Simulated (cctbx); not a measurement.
## What is wrong with this refinement?

Cell a = 9.6530 Å, b = 9.6530 Å, c = 9.1010 Å, α = 90.00°, β = 90.00°, γ = 120.00°; space group P6_3/mmc (no. 194).

The data are simulated with cctbx, not measured: Mo Kα, λ = 0.71073 Å, to d = 0.75 Å, 50 % of the full sphere, strongest reflection 5000 counts, noise from counting, a 2 % proportional error and a noise floor of 15 counts (s.d.); no absorption.

An anisotropic refinement with weights 1/σ² prints:

```text
Rint 0.064, 380 unique reflections to 0.75 A
cycle     R1     wR2    GooF  max shift (A)
   1  0.0527  0.0895   2.916   0.00014
   2  0.0276  0.0476   1.552   0.00001
final R1 0.0276 wR2 0.0476 GooF 1.552  parameters 18  data/parameter 21.1
atom        x        y        z      Ueq    occ   su(xyz)  su(Uiso or U11)
Pb1    0.54271  0.45729  0.25000   0.0149  1.000  0.00006  0.0003
Pb2    0.80164  0.19836  0.55847   0.0114  1.000  0.00006  0.0002
Ni1    0.00000  0.00000  0.50000   0.0093  1.000  0.00000  0.0016
Mo1    0.88871  0.11129  0.25000   0.0199  1.000  0.00014  0.0008
Mo2    0.33333  0.66667  0.25000   0.0403  1.000  0.00000  0.0018
difference map: max 7.39 min -7.22 rms 0.82
Q1    0.0000  0.0000  0.0000    2    7.44  0.00 A from Ni1
Q2    0.0386  0.0771  0.2500    6    2.79  1.64 A from Mo1
Q3    0.0000  0.0000  0.1605    4    2.78  1.46 A from Ni1
Q4    0.3025  0.6051  0.1455   12    2.64  1.08 A from Mo2
Q5    0.0789  0.1578  0.1995   12    2.33  1.72 A from Mo1
Q6    0.0142  0.2530  0.6828   24    2.31  1.27 A from Mo1
```

**Question.** Can this result stand? If not, what is the likely fault?

Mend it. The fault: elements exchanged: Mo2 is Ni and Ni1 is Mo. Against the right model at the same level, R1 goes from 0.0191 to 0.0276 and GooF from 0.92 to 1.55, U of Ni1 shrinks from 0.0287 to 0.0093 Å², U of Mo2 swells from 0.0176 to 0.0403 Å², the top difference peak, 7.4 e/Å³, lies on Ni1 and a hole of -7.2 e/Å³ opens. Mo2 has 14 electrons too many and its U swells to shed them, as expected; Ni1 has 14 electrons too few and its U shrinks to make up, as expected.

The compound is NiMo4Pb9. The right model at the same level gives:

```text
Rint 0.064, 380 unique reflections to 0.75 A
cycle     R1     wR2    GooF  max shift (A)
   1  0.0259  0.0389   1.268   0.00052
   2  0.0191  0.0281   0.915   0.00000
final R1 0.0191 wR2 0.0281 GooF 0.915  parameters 18  data/parameter 21.1
atom        x        y        z      Ueq    occ   su(xyz)  su(Uiso or U11)
Pb1    0.54270  0.45730  0.25000   0.0148  1.000  0.00004  0.0002
Pb2    0.80164  0.19836  0.55848   0.0113  1.000  0.00004  0.0001
Mo1    0.00000  0.00000  0.50000   0.0287  1.000  0.00000  0.0010
Mo2    0.88874  0.11126  0.25000   0.0199  1.000  0.00009  0.0005
Ni1    0.33333  0.66667  0.25000   0.0176  1.000  0.00000  0.0010
difference map: max 2.78 min -2.88 rms 0.67
Q1    0.3333  0.6667  0.1494    4    3.00  0.92 A from Ni1
Q2    0.0390  0.0780  0.2500    6    2.60  1.63 A from Mo2
Q3    0.0000  0.0000  0.0780    4    2.54  0.71 A from Mo1
Q4    0.0000  0.0000  0.1627    4    2.37  1.48 A from Mo1
Q5    0.1518  0.3036  0.0511   12    2.24  0.78 A from Pb2
Q6    0.0787  0.1575  0.2001   12    2.07  1.72 A from Mo2
```

Isotropic U is held between 0.0001 and 1 Å² by the program, and listed peak heights are interpolated, so they can pass the grid's maximum.

The model is made up (kin elements in a known structure type, no relaxation), so it says nothing on whether the phase exists.

[Middle refinement cycles are left out of these outputs.]

[Logs are printed without paths, hosts, clocks, repeated set-up lines and the standing remarks that a program may print on its own settings, such as how far it seeks lower states.]
